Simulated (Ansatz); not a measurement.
# Squeezing and shearing glassy 58SiO2-11Na2O-13BaO-18CaO (mol %) (102 atoms): runs compared

How stiff is glassy 58SiO2-11Na2O-13BaO-18CaO (mol %) (102 atoms), and how do its levels respond to strain?

Computed with Ansatz 0.2.0: Kohn-Sham DFT, LDA, PAW (set soft_2), plane waves.

## Step 1: The cell as built

The cell holds 102 atoms: 22 Si, 8 Na, 5 Ba, 7 Ca and 60 O. Cell: a = 11.396 Å, b = 11.396 Å, c = 11.396 Å, α = 90.0°, β = 90.0°, γ = 90.0°. 102 atoms (22 Si, 8 Na, 5 Ba, 7 Ca, 60 O) placed at random at 3.02 g/cm³, melted at 4000 K for 10 ps at fixed volume with the Morse and Coulomb pair potential with partial charges (Pedone, Malavasi, Menziani, Cormack and Segre, J. Phys. Chem. B 110, 11780 (2006)). Quenched from 4000 K to 300 K at 50 K/ps and fixed volume, held 10 ps at zero pressure.

What the set-up can't give: The quench rate of 50 K/ps far exceeds what a furnace or splat quench reaches, so expect more defects and frozen-in strain than in a real sample. The starting topology of bonds comes from the classical model, and needn't be the one that DFT or experiment would give. Sampling is at Γ alone. Spin–orbit coupling is left out, which matters for the levels of the heavy elements.

## Step 2: The reference run

The reference is a single point at the end of the relaxation.

Every strained cell starts from the geometry of this run, and its atoms are relaxed with the cell held.

Its input, with most atom lines left out:

```yaml
crystal:
  lattice:
    - [10.64544, 0.41723, 0.18712]
    - [0.41723, 11.54252, 0.27561]
    - [0.18712, 0.27561, 11.10266]
  atoms:
    - { symbol: Si, position: [0.46281, 0.57017, 0.97211] }
    - { symbol: Si, position: [0.64584, 0.92094, 0.34001] }
    - { symbol: Si, position: [0.78483, 0.11112, 0.48403] }
    - { symbol: Si, position: [0.22538, 0.60993, 0.65897] }
    - { symbol: Si, position: [0.82406, 0.03414, 0.88701] }
    - { symbol: Si, position: [0.62313, 0.22736, 0.142] }
    - { symbol: Si, position: [0.27019, 0.5038, 0.41782] }
    [... atom lines 8 to 102 left out ...]
kpoints:
  mp_grid: { grid: [1, 1, 1] }
hamiltonian:
  xc: lda
scf:
  occupations: { method: fixed }
output:
  forces: true
  stress: true
  populations: true
  dos:
    method: { smearing: { sigma: 0.08 } }
    de: 0.1
    projected: { site_lists: { Ba: [Ba], Ca: [Ca], Na: [Na], O: [O], Si: [Si] } }
  eigenvalues: true
  write_density: true
  write_potential: true
  volumetric_format: npy
  elf: true
```

| Quantity | Value |
| --- | --- |
| free energy per atom | -979.2184 eV/atom |
| r.m.s. force component | 0.00691 eV/Å |
| pressure | -0.005619 GPa |

Filled and empty levels are parted by 3.31 eV (at Γ alone); a local or semilocal functional tends to put such gaps too low. In a disordered cell it changes from sample to sample, and tail or defect levels can set it.

## Step 3: The runs

Each row is one run, on 4 threads of Arm Neoverse V1, shared host. The free energy is the program's total, comparable only between runs with the same functional, potentials and atoms.

| run | atoms | outcome | ionic steps, all passes | free energy (eV) | time | host memory (GiB) |
| --- | --- | --- | --- | --- | --- | --- |
| Single point at the start | 102 | converged | - | -99867.919 | 23 s | 1.8 |
| Cell and atoms relaxed | 102 | converged | 42 | -99880.282 | 14 min | 1.8 |
| Single point at the relaxed geometry | 102 | converged | - | -99880.282 | 35 s | 1.8 |
| Volume -3 % | 102 | converged | 7 | -99880.062 | 2.5 min | 1.8 |
| Volume +3 % | 102 | converged | 8 | -99880.103 | 3.1 min | 1.9 |
| Volume -6 % | 102 | converged | 18 | -99879.632 | 6.3 min | 1.8 |
| Volume +6 % | 102 | converged | 11 | -99879.623 | 4.5 min | 1.9 |
| Volume -10 % | 102 | converged | 19 | -99878.130 | 6.8 min | 1.7 |
| Stretched by 1 % along x | 102 | converged | 5 | -99880.238 | 1.8 min | 1.8 |
| Compressed by 1 % along x | 102 | converged | 7 | -99880.243 | 2.8 min | 1.8 |
| Sheared by 2 % in xy | 102 | converged | 7 | -99880.225 | 2.6 min | 1.8 |

In some runs the program notes that the SCF threshold is loose for the stress.

## Step 4: Pressure against volume

Atoms are relaxed at each volume, in the scaled cell.

| volume change (%) | volume (Å³/atom) | energy change (meV/atom) | pressure (GPa) | largest move on relaxing (Å) | bonds | gap (eV) |
| --- | --- | --- | --- | --- | --- | --- |
| -10 | 12.010 | 21.09 | 6.08 | 1.67 | 223 | 3.45 |
| -6 | 12.544 | 6.37 | 2.90 | 1.18 | 216 | 3.40 |
| -3 | 12.944 | 2.16 | 1.67 | 0.13 | 216 | 3.33 |
| +0 | 13.345 | 0.00 | -0.01 | - | 210 | 3.31 |
| +3 | 13.745 | 1.75 | -1.35 | 0.17 | 205 | 3.28 |
| +6 | 14.145 | 6.46 | -2.45 | 0.36 | 205 | 3.25 |

## Step 5: Uniaxial strain and shear

Stress (GPa, compression positive) less that of the relaxed cell, atoms relaxed:

| strain | xx | yy | zz | xy | energy change (meV/atom) |
| --- | --- | --- | --- | --- | --- |
| stretched by 1 % along x | -0.908 | -0.269 | -0.365 | -0.059 | 0.43 |
| compressed by 1 % along x | 0.933 | 0.310 | 0.402 | 0.083 | 0.38 |
| sheared by 2 % in xy | -0.145 | -0.069 | -0.132 | -0.563 | 0.56 |

## Step 6: Findings

The bulk modulus, from the slope of pressure against ln V over the three points nearest the relaxed volume, is 50.4 GPa; between neighbouring points the slope runs 73, 39, 55, 46 and 38 GPa from the smallest volume up, without a steady fall, so no pressure derivative is given. The count of bonds runs from 205 to 223 over the series, so at some points contacts cross the cutoffs. At -10 % and -6 % some atom moved by over 0.5 Å on relaxing, so those points may sit in another local minimum. The gap goes from 3.45 eV at the smallest volume to 3.25 eV at the largest, -1.2 eV per unit of ln V by a straight line, on the run's k-points. In the Cartesian axes of the cell, finite differences give C11 = 92.0, C12 = 29.0, C13 = 38.3 and C66 = 28.1 GPa (the shear of 2 % is the engineering strain, εxy = 0.01). The mean of C11, C12 and C13, which equals the bulk modulus in a cubic or isotropic solid, is 53.1 GPa: it agrees with the bulk modulus within 10 %. For an isotropic solid C66 would equal (C11 − C12)/2 = 31.5 GPa; so small a sample needn't be isotropic, and C66 rests on one shear. With the bulk modulus and C66 as K and G, Young's modulus would be about 71 GPa and Poisson's ratio 0.26.

Caveats: Strains are finite and relaxations stop at the force tolerance of the input, which can leave moduli too stiff; they are those of a static cell at zero temperature. Volumes are changed with the cell's shape held, so in an anisotropic solid the modulus lies over the one under free hydrostatic load. The program notes that the SCF threshold of the relaxations is loose for the stress.

The DFT runs together took 45 min of wall time.

[Logs are printed without paths, hosts, clocks, repeated set-up lines and the standing remarks that a program may print on its own settings, such as how far it seeks lower states.]

[Hosts, paths, dates, database ids (printed as entryN), source tags and the programs' standing remarks are cut or masked in the printed files.]
